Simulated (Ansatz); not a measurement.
# (ZnSe)2(MgS)1 [001] superlattice, started as zinc blende: from the cell to its phonons, part 2 of 2

Task: relax (ZnSe)2(MgS)1 [001] superlattice, started as zinc blende, then find its harmonic phonons.

Ansatz 0.2.0; DFT PBEsol, scalar-relativistic, plane waves, PAW.

So far. Step 4 (Tight relaxation): The largest force component left is 0.57 meV/Å and the pressure is 0.001 GPa, within the tolerances set. The cell now holds 22.43 Å³/atom. The relaxed cell has a, b, c = 3.971, 3.995, 16.967 Å (conventional setting).

The structure was built from a prototype and need not be the compound's stable phase.

## 5. Zone-centre response (continued)

Activity x (w_L - w)^4 (n + 1)/w, 532 nm, 300 K; the tensors are static ones, while 532 nm light lies above the computed direct gap, where resonance would change the heights; modes without the macroscopic field alone. Lines of the Raman spectrum (strongest = 100):

```
position (cm⁻¹)  label  relative intensity
             62     B2                  18
             68     B1                 1.5
             73     B1                  19
             94     B2                  12
            146     A1                  37
            177     A1                 6.5
            206     B2                 6.3
            211     B1                 0.0
            214     B2                 0.1
            217     A1                 4.9
            260     A1                 100
            262     B1                 0.9
            281     B1                  23
            338     B2                 5.5
            343     A1                  24
```

Static second-order susceptibility (pm/V), twice the coefficient d of second-harmonic generation. Second order susceptibility, by row:

```csv
field along,xx,yy,zz,yz,xz,xy
x,0,0,0,25.19,0.86,0
y,0,0,0,0.86,25.19,0
z,0.86,0.86,-5.73,0,0,25.19
```

Before it was imposed, the acoustic sum rule was missed by 7.8e-5 eV/Å² and the charge sum rule by 0.012 e. Small misses are needed for a sound result but don't prove that mesh and cutoff are converged. The lowest optical mode is real, 62.2 cm⁻¹.

The log warns of the k mesh: “the force constants stand on the 8×8×8 k-mesh, whose period is 10.86 times the interband length at k = (0.0000, 0.0000, 0.0000), direct gap 1.688 eV, under 14: take them and everything formed from them as unconverged”.

## 6. Another isotope, element Mg, natural mass 24.305 amu

An isotope changes the mass and not the force constants, so no new electronic calculation is needed; the shifts show which modes move this element.

The same force constants with the mass of Mg changed from 24.305 to 25.983 u (phonopy, no LO-TO term). Both lists are sorted by frequency; levels can cross, so a row need not hold one and the same mode. Modes under 3 cm⁻¹ are left out. Isotope shifts, by row:

```
    q  rank  natural mass (cm⁻¹)  changed mass (cm⁻¹)
0 0 0     4                62.19                62.15
0 0 0     5                67.75                67.55
0 0 0     6                72.76                72.55
0 0 0     7                94.11                92.86
0 0 0     8                146.4                146.3
0 0 0     9                177.3                176.6
0 0 0    10                205.7                205.6
0 0 0    11                210.6                210.6
0 0 0    12                213.6                213.6
0 0 0    13                216.8                216.8
0 0 0    14                260.5                259.3
0 0 0    15                262.2                261.1
0 0 0    16                280.7                274.9
0 0 0    17                338.5                332.9
0 0 0    18                343.3                335.8
```

A mode of this element alone would shift by -3.28 %. The highest zone-centre frequency without the field goes from 343.3 to 335.8 cm⁻¹ (-2.2 %). The product of the frequency ratios over all optical modes at Γ is 0.911; the product rule, (m/m′)^(3k/2) (M′/M)^(3/2) with k = 1 such atoms and M the mass of the cell, gives 0.911.

## 7. Isotope substitution, element S, natural mass 32.06 amu

The same for S, from 32.06 to 33.97 u.

A mode of this element alone would shift by -2.85 %. The highest zone-centre frequency without the field goes from 343.3 to 340.8 cm⁻¹ (-0.7 %). The product of the frequency ratios over all optical modes at Γ is 0.925; the product rule, (m/m′)^(3k/2) (M′/M)^(3/2) with k = 1 such atoms and M the mass of the cell, gives 0.925.

## 8. Isotope substitution, element Se, natural mass 78.971 amu

The same for Se, from 78.97 to 81.92 u.

The same force constants with the mass of Se changed from 78.971 to 81.917 u (phonopy, no LO-TO term). Both lists are sorted by frequency; levels can cross, so a row need not hold one and the same mode. Modes under 3 cm⁻¹ are left out. Isotope shifts, by row:

| q | rank | natural mass (cm⁻¹) | changed mass (cm⁻¹) |
| --- | --- | --- | --- |
| 0 0 0 | 4 | 62.19 | 61.72 |
| 0 0 0 | 5 | 67.75 | 67.16 |
| 0 0 0 | 6 | 72.76 | 72.38 |
| 0 0 0 | 7 | 94.11 | 93.96 |
| 0 0 0 | 8 | 146.4 | 145 |
| 0 0 0 | 9 | 177.3 | 176.1 |
| 0 0 0 | 10 | 205.7 | 203.8 |
| 0 0 0 | 11 | 210.6 | 208.6 |
| 0 0 0 | 12 | 213.6 | 211.5 |
| 0 0 0 | 13 | 216.8 | 215.1 |
| 0 0 0 | 14 | 260.5 | 259.7 |
| 0 0 0 | 15 | 262.2 | 261.9 |
| 0 0 0 | 16 | 280.7 | 279.7 |
| 0 0 0 | 17 | 338.5 | 338.5 |
| 0 0 0 | 18 | 343.3 | 343.1 |

A mode of this element alone would shift by -1.81 %. The highest zone-centre frequency without the field goes from 343.3 to 343.1 cm⁻¹ (-0.1 %). The product of the frequency ratios over all optical modes at Γ is 0.919; the product rule, (m/m′)^(3k/2) (M′/M)^(3/2) with k = 2 such atoms and M the mass of the cell, gives 0.919.

## 9. Isotope substitution, element Zn, natural mass 65.38 amu

The same for Zn, from 65.38 to 67.92 u.

A mode of this element alone would shift by -1.89 %. The highest zone-centre frequency without the field goes from 343.3 to 343.2 cm⁻¹ (-0.0 %). The product of the frequency ratios over all optical modes at Γ is 0.912; the product rule, (m/m′)^(3k/2) (M′/M)^(3/2) with k = 2 such atoms and M the mass of the cell, gives 0.912.

## 10. Results

```yaml
space_group_after_relaxation_within_0p01_a: Imm2
volume_per_atom: 22.4 Å³
gap_on_the_k_mesh: 1.69 eV
highest_optical_mode_at_the_zone_centre_no_lo_to_term: 343 cm⁻¹
top_of_the_zone_centre_spectrum_with_the_field: 378 cm⁻¹
lowest_optical_zone_centre_mode: 62.2 cm⁻¹
mean_high_frequency_dielectric_constant: 6.07
mean_static_dielectric_constant: 8.94
largest_born_charge_third_of_the_trace: -2.14 e
imaginary_modes_at_gamma_the_only_wavevector_solved: none
```

The structure is stable against zone-centre distortions, since no mode there is imaginary; other wavevectors were not solved, so zone-boundary instabilities are untested. Without the field, the optical modes at Γ span 62 to 343 cm⁻¹. No dispersion was computed. The highest mode in this list at Γ, 343.3 cm⁻¹, has its largest share on Mg (68 % of the kinetic energy). With the macroscopic field of the longitudinal modes the top of the zone-centre spectrum lies at 378 cm⁻¹, against 343 cm⁻¹ without it. Lattice motion raises the mean dielectric constant from 6.071 to 8.940. The strongest infrared line is at 343 cm⁻¹. Averaged over orientations, the strongest Raman line at 532 nm and 300 K is at 260 cm⁻¹, among the modes without the field; their longitudinal partners can be Raman active too. The tensors are the static, non-resonant ones, while 532 nm light (2.33 eV) lies above the computed gap. With the field response the log warns that the k mesh is coarse for the force constants too, so the frequencies may not be converged. The starting cell was built on a prototype and not taken from a measurement, so the phase need not exist. These are harmonic frequencies at zero temperature: anharmonic shifts, linewidths and thermal expansion are left out.

[Logs are printed without paths, hosts, clocks, repeated set-up lines and the standing remarks that a program may print on its own settings, such as how far it seeks lower states.]

[Hosts, paths, dates, database ids (printed as entryN), source tags and the programs' standing remarks are cut or masked in the printed files.]
